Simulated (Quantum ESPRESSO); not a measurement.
## SiC (Moissanite 3C): phonons by linear response

How does SiC (Moissanite 3C) vibrate, and is this structure a minimum?

Method: DFT LDA, scalar-relativistic, plane waves, PseudoDojo norm-conserving pseudopotentials, in Quantum ESPRESSO 7.5.

**Measured values to reproduce.**

For SiC, 3C polytype (zincblende) (single crystals from silicon oxide and carbon black reaction at 2800 K, annealed in air), “On melting of silicon carbide under pressure” (2012, arxiv:1210.3244) quotes earlier work: lattice constant a (a of cubic 3C-SiC starting crystals) 4.357 Å [Starting-material characterisation; no method, uncertainty or temperature given].

“Insight into the structural, elastic and electronic properties of a new orthorhombic 6O-SiC polytype” (2020, pmc:7200658) quotes from earlier work for SiC, cubic 3C zincblende (literature value): band gap (indirect gap) 2.4 eV [literature value; measurement temperature and method not stated].

For SiC, 3C (beta, cubic zinc blende) (literature average; scatter up to 0.2), “Infrared properties of SiC particles” (1999, arxiv:astro-ph/9903031) quotes earlier work: ε∞ (high-frequency dielectric constant) 6.49 [average of published experimental values; polytype label garbled in the row, 3C inferred …].

For SiC, beta-SiC (3C, zinc blende) (near-stoichiometric polycrystalline SiC fibers (Hi-S, SA, Sylramic; C/Si below 1.1), cross sections, 300 K), “Non-Destructive Mechanical Characterization of Sic Fibers by Raman Spectroscopy” (2007, arxiv:cond-mat/0701342) gives, by micro-Raman backscattering, 514.5 nm: Raman mode (TO at Gamma (degenerate TO1/TO2), approximate peak position) about 796 cm⁻¹ [polymer-derived SiC fibers with excess carbon and stacking disorder; satellite line near …].

For SiC, 3C (zinc blende) (high-purity CVD 3C-SiC wafer, 292 K), “Optical properties of silicon carbide for astrophysical applications I. New laboratory infrared reflectance spectra and optical constants” (2008, arxiv:0803.1210) gives, by FTIR reflectance, classical dispersion analysis: infrared mode (TO at Gamma) about 797.5 cm⁻¹ [TO position from reflectance band and dispersion fit; imperfect surface polish].

Report form: the programs' logs are mostly left out.

## 1. Starting point

The structure is cubic, space group F-43m (No. 216). Conventional cell: a = 4.358 Å, b = 4.358 Å, c = 4.358 Å, α = 90.00°, β = 90.00°, γ = 90.00°. Nearest to Si lie 4 C at 1.89 Å. Nearest to C lie 4 Si at 1.89 Å. Farther neighbours are not listed.

As a file:

```
Si C
1.0
    -2.17900    0.00000    2.17900
     0.00000    2.17900    2.17900
    -2.17900    2.17900    0.00000
Si C
1 1
Direct
  0.00000 0.00000 0.00000
  0.25000 0.25000 0.25000
```

## 2. A probe with smearing

Before anything dear is run, a loose run with smearing shows whether this is a metal and how far the cell is from rest.

File probe.in:

```
 &control
    calculation='scf',
    prefix='x',
    outdir='./tmp',
    pseudo_dir='./pseudo',
    tprnfor=.true.,
    tstress=.true.,
    verbosity='high',
 /
 &system
    ibrav=2,
    celldm(1)=8.23542645,
    nat=2,
    ntyp=2,
    ecutwfc=82.0,
    occupations='smearing',
    smearing='gaussian',
    degauss=0.01,
 /
 &electrons
    conv_thr=1.0d-07,
    mixing_beta=0.7,
    electron_maxstep=100,
 /
ATOMIC_SPECIES
 Si     28.0850  Si.upf
 C      12.0110  C.upf
ATOMIC_POSITIONS crystal
 Si     0.000000000   0.000000000   0.000000000
 C      0.250000000   0.250000000   0.250000000
K_POINTS automatic
 8 8 8 0 0 0
```

Command:

```bash
OMP_NUM_THREADS=1 mpirun -n 4 pw.x -nk 4 -in probe.in > probe.out
```

Run time: 3.3 s. Hardware: 4 MPI ranks of AMD EPYC 7R43, shared host.

This step gave:

* volume per atom: 10.35 Å³
* pressure: -4.953 GPa
* gap on the k-mesh: 1.328 eV

A gap of 1.3 eV opens on this mesh, so the crystal is taken as an insulator; the start stands at -5.0 GPa.

## 3. Relaxing the cell and atoms

The relaxation runs at a cutoff a fifth above that of the response, since stress converges more slowly with the basis than frequencies do. Forces and stress are brought to rest with tight thresholds.

File relax.in:

```
 &control
    calculation='vc-relax',
    prefix='x',
    outdir='./tmp',
    pseudo_dir='./pseudo',
    tprnfor=.true.,
    tstress=.true.,
    forc_conv_thr=2.0d-05,
    etot_conv_thr=1.0d-07,
    nstep=40,
 /
 &system
    ibrav=2,
    celldm(1)=8.23542645,
    nat=2,
    ntyp=2,
    ecutwfc=98,
    occupations='fixed',
    nbnd=6,
 /
 &electrons
    conv_thr=1.0d-11,
    mixing_beta=0.7,
    electron_maxstep=100,
 /
 &ions
 /
 &cell
    press_conv_thr=0.2,
 /
ATOMIC_SPECIES
 Si     28.0850  Si.upf
 C      12.0110  C.upf
ATOMIC_POSITIONS crystal
 Si     0.000000000   0.000000000   0.000000000
 C      0.250000000   0.250000000   0.250000000
K_POINTS automatic
 10 10 10 0 0 0
```

Command:

```bash
OMP_NUM_THREADS=1 mpirun -n 4 pw.x -nk 4 -in relax.in > relax.out
```

The job ended after 21 s (4 MPI ranks).

Relaxation path:

| step | energy less that of the first step (eV) | largest force (eV/Å) | pressure (GPa) | volume (Å³) |
| --- | --- | --- | --- | --- |
| 1 | 0.0000 | 0.0000 | -4.89 | 20.69 |
| 2 | -0.0070 | 0.0000 | 0.61 | 20.18 |
| 3 | -0.0071 | 0.0000 | -0.02 | 20.24 |
| 4 | -0.0071 | 0.0000 | 0.00 | 20.23 |
| 5 | -0.0071 | 0.0000 | 0.00 | 20.23 |

| conventional cell, symmetrised | before | after | change |
| --- | --- | --- | --- |
| a (Å) | 4.358 | 4.326 | -0.7 % |
| b (Å) | 4.358 | 4.326 | -0.7 % |
| c (Å) | 4.358 | 4.326 | -0.7 % |
| volume (Å³/atom) | 10.35 | 10.12 | -2.2 % |

The relaxed structure:

```
CELL_PARAMETERS angstrom
-2.16279 0.00000 2.16279
0.00000 2.16279 2.16279
-2.16279 2.16279 0.00000
ATOMIC_POSITIONS crystal
Si 0.00000 0.00000 0.00000
C 0.25000 0.25000 0.25000
```

The last row of the table of steps is pw.x's closing run on a basis chosen anew for the final cell, so its energy can jump.

Read from the output:

* volume per atom: 10.12 Å³
* pressure: 0.004 GPa
* gap on the k-mesh: 1.311 eV

The volume changes by -2.2 % from the cell with which this run began.

## 4. Ground state

Perturbation theory inherits every error of the wavefunctions, so the threshold is set near the limit of the arithmetic. With a gap, occupations are fixed, which also allows the response to an electric field.

File scf.in:

```
 &control
    calculation='scf',
    prefix='x',
    outdir='./tmp',
    pseudo_dir='./pseudo',
    tprnfor=.true.,
    tstress=.true.,
 /
 &system
    ibrav=2,
    celldm(1)=8.17417412,
    nat=2,
    ntyp=2,
    ecutwfc=82.0,
    occupations='fixed',
    nbnd=6,
 /
 &electrons
    conv_thr=1.0d-12,
    mixing_beta=0.7,
    electron_maxstep=100,
 /
ATOMIC_SPECIES
 Si     28.0850  Si.upf
 C      12.0110  C.upf
ATOMIC_POSITIONS crystal
 Si     0.000000000   0.000000000   0.000000000
 C      0.250000000   0.250000000   0.250000000
K_POINTS automatic
 12 12 12 0 0 0
```

Command:

```bash
OMP_NUM_THREADS=1 mpirun -n 4 pw.x -nk 4 -in scf.in > scf.out
```

The job ended after 7.8 s (4 MPI ranks; 30 s of CPU time).

Read from the output:

```
pressure : -0.07000 GPa
```

The cell stands at -0.070 GPa, close enough for phonons.

## 5. Phonons on a q mesh

Linear response treats each wavevector in the unit cell, with no supercell; the 4×4×4 mesh fixes the range of the force constants to be had.

File ph.in:

```
phonons
 &inputph
    prefix='x',
    outdir='./tmp',
    fildyn='x.dyn',
    tr2_ph=1.0d-18,
    epsil=.true.,
    ldisp=.true.,
    nq1=4,
    nq2=4,
    nq3=4,
 /
```

Command:

```bash
OMP_NUM_THREADS=1 mpirun -n 4 ph.x -nk 4 -in ph.in > ph.out
```

Elapsed: 30 min, on 4 MPI ranks.

Numbers from this step:

```
miss of the charge sum rule                                        : 0.001460 e
largest acoustic frequency at the zone centre before the sum rule  : 0.67 cm⁻¹
highest optical zone-centre mode (no LO-TO term)                   : 798.1 cm⁻¹
lowest optical zone-centre mode                                    : 798.1 cm⁻¹
mean high-frequency dielectric constant                            : 6.879
largest Born charge in size (third of the trace)                   : 2.723 e
lowest mode on the q mesh (acoustic ones at the zone centre apart) : 196.9 cm⁻¹
```

Frequencies (cm⁻¹) at each irreducible wavevector; negative means imaginary. Frequencies by wavevector:

| q (fractions) | star | mode 1 | mode 2 | mode 3 | mode 4 | mode 5 | mode 6 |
| --- | --- | --- | --- | --- | --- | --- | --- |
| 0 0 0 | 1 | 0.67 | 0.67 | 0.67 | 798.1 | 798.1 | 798.1 |
| 0 0 0.25 | 8 | 196.9 | 196.9 | 406.5 | 784.6 | 784.6 | 926.4 |
| 0 0 -0.5 | 4 | 260.5 | 260.5 | 615.6 | 772.9 | 772.9 | 841.7 |
| 0 0.25 0.25 | 6 | 276.5 | 276.5 | 402 | 783.4 | 783.4 | 929.5 |
| 0 0.25 -0.5 | 24 | 328.7 | 405.7 | 544.3 | 769.5 | 777.4 | 864.2 |
| 0 0.25 -0.25 | 12 | 288.8 | 399.5 | 489.2 | 765.8 | 788.7 | 882 |
| 0 -0.5 -0.5 | 3 | 366.3 | 366.3 | 634.6 | 768.8 | 768.8 | 830.6 |
| 0.25 -0.5 -0.25 | 6 | 402.8 | 464.1 | 537.8 | 744.2 | 780.3 | 861.1 |

Born charge (rows field, columns displacement), before the sum rule (e), principal values of the symmetric part by kind of site:

| atom | atoms with these values | low | middle | high | mean |
| --- | --- | --- | --- | --- | --- |
| Si1 | 1 | 2.72 | 2.72 | 2.72 | 2.72 |
| C2 | 1 | -2.72 | -2.72 | -2.72 | -2.72 |

In full for C2:

```
-2.72  0.00  0.00
 0.00 -2.72  0.00
 0.00  0.00 -2.72
```

High-frequency dielectric tensor:

```
6.88 0.00 0.00
0.00 6.88 0.00
0.00 0.00 6.88
```

The acoustic modes at Γ come out as far as 0.7 cm⁻¹ from zero, where they should vanish, a small numerical error; the Born charges miss their sum rule by 0.0015 e, which is good.

## 6. Fourier transform to real space

The dynamical matrices of the mesh are Fourier-transformed to force constants in real space, after the long-range dipole part is taken out.

File q2r.in:

```
 &input
    fildyn='x.dyn',
    zasr='simple',
    flfrc='x.fc',
 /
```

Command:

```bash
q2r.x < q2r.in > q2r.out
```

The job ended after 0.77 s (1 thread).

## 7. Interpolated phonon bands

From the force constants any wavevector is cheap; points of the mesh come back as solved, but for the sum rule and, in polar crystals, the LO-TO term at Γ; the rest is interpolation.

File matdyn.in:

```
 &input
    asr='simple',
    flfrc='x.fc',
    flfrq='x.freq',
    flvec='x.modes',
    q_in_band_form=.true.,
    q_in_cryst_coord=.true.,
 /
8
  0.0000000   0.0000000   0.0000000  12  ! GAMMA
 -0.0000000   0.5000000   0.5000000  12  ! X
 -0.0000000   0.6250000   0.3750000   1  ! U
 -0.3750000   0.3750000  -0.0000000  12  ! K
  0.0000000   0.0000000   0.0000000  12  ! GAMMA
 -0.0000000   0.5000000  -0.0000000  12  ! L
 -0.2500000   0.5000000   0.2500000  12  ! W
 -0.0000000   0.5000000   0.5000000   1  ! X
```

Command:

```bash
matdyn.x -in matdyn.in > matdyn.out
```

Wall time 0.75 s (1 thread).

Numbers from this step:

```yaml
lowest_frequency_on_the_path: 0 cm⁻¹
```

Matdyn.x, sum rule simple. The phonon branches at the labelled points (cm⁻¹):

| point | branch 1 | branch 2 | branch 3 | branch 4 | branch 5 | branch 6 |
| --- | --- | --- | --- | --- | --- | --- |
| Γ | 0 | 0 | 0 | 798 | 798 | 974 |
| halfway | 276 | 276 | 402 | 783 | 783 | 930 |
| X | 366 | 366 | 635 | 769 | 769 | 831 |
| halfway | 364 | 396 | 615 | 764 | 767 | 842 |
| U | 353 | 447 | 569 | 760 | 764 | 862 |
| jump to K | 353 | 447 | 569 | 760 | 764 | 862 |
| halfway | 230 | 323 | 420 | 776 | 796 | 906 |
| Γ | 0 | 0 | 0 | 798 | 798 | 974 |
| halfway | 197 | 197 | 406 | 785 | 785 | 926 |
| L | 260 | 260 | 616 | 773 | 773 | 842 |
| halfway | 328 | 391 | 562 | 767 | 772 | 862 |
| W | 403 | 464 | 538 | 744 | 780 | 861 |
| halfway | 384 | 405 | 598 | 754 | 774 | 848 |
| X | 366 | 366 | 635 | 769 | 769 | 831 |

All branches are real along the path.

## 8. Density of states

Sums over the zone need many more wavevectors than were solved, so the interpolation is sampled on a dense mesh.

File matdyn.in:

```
 &input
    asr='simple',
    flfrc='x.fc',
    dos=.true.,
    fldos='x.dos',
    nk1=18,
    nk2=18,
    nk3=18,
    deltaE=1.0,
 /
```

Command:

```bash
matdyn.x -in matdyn.in > matdyn.out
```

Wall time 16 s (1 thread).

Numbers from this step:

```
share of modes beyond 3i cm⁻¹ on the dense interpolated mesh : 0
zero-point energy per atom                                   : 111.3 meV
heat capacity at 300 K                                       : 13.41 J/(mol atoms K)
vibrational entropy at 300 K                                 : 8.402 J/(mol atoms K)
```

The phonon density of states has structure finer than the step of the table below, so its rows give means over 25 cm⁻¹, whole bins alone (the curve runs from 0 to 972 cm⁻¹). Peaks (cm⁻¹: height): total 366.0: 0.0146, 774.0: 0.105, 864.0: 0.0385; C 774.0: 0.0867, 864.0: 0.0351; Si 366.0: 0.0122, 540.0: 0.0122, 774.0: 0.0187, 864.0: 0.00335.

Tetrahedra. Table of phonon density of states by wavenumber; means over each step; values in 1/cm⁻¹/cell:

| wavenumber (cm⁻¹) | total | C | Si |
| --- | --- | --- | --- |
| 25 | 1.1e-5 | 1.8e-6 | 8.4e-6 |
| 50 | 6.7e-5 | 2.0e-5 | 4.8e-5 |
| 75 | 2.0e-4 | 5.8e-5 | 1.4e-4 |
| 100 | 4.2e-4 | 1.2e-4 | 2.9e-4 |
| 125 | 6.6e-4 | 1.9e-4 | 4.7e-4 |
| 150 | 0.00104 | 2.9e-4 | 7.5e-4 |
| 175 | 0.00151 | 4.2e-4 | 0.00109 |
| 200 | 0.00219 | 5.9e-4 | 0.00160 |
| 225 | 0.00322 | 8.4e-4 | 0.00238 |
| 250 | 0.00522 | 0.00131 | 0.00391 |
| 275 | 0.00831 | 0.00199 | 0.00632 |
| 300 | 0.00937 | 0.00210 | 0.00728 |
| 325 | 0.0106 | 0.00217 | 0.00840 |
| 350 | 0.0126 | 0.00230 | 0.0103 |
| 375 | 0.0117 | 0.00190 | 0.00979 |
| 400 | 0.00773 | 0.00119 | 0.00654 |
| 425 | 0.00716 | 0.00103 | 0.00613 |
| 450 | 0.00617 | 8.6e-4 | 0.00531 |
| 475 | 0.00250 | 4.9e-4 | 0.00201 |
| 500 | 0.00354 | 5.9e-4 | 0.00295 |
| 525 | 0.00667 | 7.1e-4 | 0.00596 |
| 550 | 0.0111 | 6.7e-4 | 0.0104 |
| 575 | 0.00522 | 2.7e-4 | 0.00496 |
| 600 | 0.00236 | 8.3e-5 | 0.00228 |
| 625 | 4.3e-4 | 1.0e-5 | 4.2e-4 |
| 650 | 0 | 0 | 0 |
| 675 | 0 | 0 | 0 |
| 700 | 0 | 0 | 0 |
| 725 | 0 | 0 | 0 |
| 750 | 0.00726 | 0.00660 | 6.5e-4 |
| 775 | 0.0613 | 0.0499 | 0.0114 |
| 800 | 0.0114 | 0.00860 | 0.00280 |
| 825 | 1.4e-4 | 1.3e-4 | 5.4e-6 |
| 850 | 0.00991 | 0.00919 | 7.2e-4 |
| 875 | 0.0185 | 0.0164 | 0.00203 |
| 900 | 0.00556 | 0.00447 | 0.00109 |
| 925 | 0.00346 | 0.00262 | 8.5e-4 |
| 950 | 0.00205 | 0.00148 | 5.6e-4 |

Harmonic thermodynamic functions per atom, summed over the density of states scaled to three modes an atom; melting is ignored. Thermodynamic functions:

| T (K) | F_vib (meV/atom) | S (J/mol-atom/K) | C_V (J/mol-atom/K) |
| --- | --- | --- | --- |
| 0 | 111.3 | 0 | 0 |
| 50 | 111.3 | 0.066 | 0.242 |
| 100 | 111.2 | 0.723 | 2.183 |
| 200 | 108.9 | 4.046 | 8.168 |
| 300 | 102.5 | 8.402 | 13.41 |
| 400 | 91.45 | 12.79 | 16.98 |
| 500 | 76.07 | 16.84 | 19.26 |
| 600 | 56.69 | 20.49 | 20.74 |
| 700 | 33.72 | 23.77 | 21.73 |
| 800 | 7.54 | 26.72 | 22.42 |
| 900 | -21.56 | 29.39 | 22.91 |
| 1000 | -53.3 | 31.82 | 23.27 |

At 300 K the heat capacity has reached 54 % of the Dulong-Petit value.

## 9. Zone-centre analysis

A rigid shift of the crystal must cost nothing, but grids and finite bases break this; the acoustic sum rule is imposed before the matrix is diagonalised again. With Born charges the intensities follow, and the static dielectric tensor.

File dynmat.in:

```
 &input
    fildyn='x.dyn1',
    asr='simple',
    fileig='dynmat.eig',
    lperm=.true.,
 /
```

Command:

```bash
dynmat.x -in dynmat.in > dynmat.out
```

Run time: 0.73 s. Hardware: 1 thread.

Read from the output:

```yaml
mean_static_dielectric_constant: 10.24
```

Unit eigenvectors of the mass-weighted matrix after the sum rule; no LO-TO term. The modes at Γ (shares of kinetic energy by element, %):

| mode | frequency (cm⁻¹) | symmetry | Si % | C % |
| --- | --- | --- | --- | --- |
| 1 | 0.0 | acoustic | 70 | 30 |
| 2 | 0.0 | acoustic | 70 | 30 |
| 3 | 0.0 | acoustic | 70 | 30 |
| 4 | 798.1 | T2 | 30 | 70 |
| 5 | 798.1 | T2 | 30 | 70 |
| 6 | 798.1 | T2 | 30 | 70 |

Displacements in mode 5 (798.1 cm⁻¹), the largest set to 1:
```
Si1  0.00  0.00 -0.43
C2   0.00  0.00  1.00
```

(Continued in part 2 of 2.)

[Host names and launcher messages were left out of these logs when they were recorded.]

[Logs are printed without paths, hosts, clocks, repeated set-up lines and the standing remarks that a program may print on its own settings, such as how far it seeks lower states.]

[Hosts, paths, dates, database ids (printed as entryN), source tags and the programs' standing remarks are cut or masked in the printed files.]
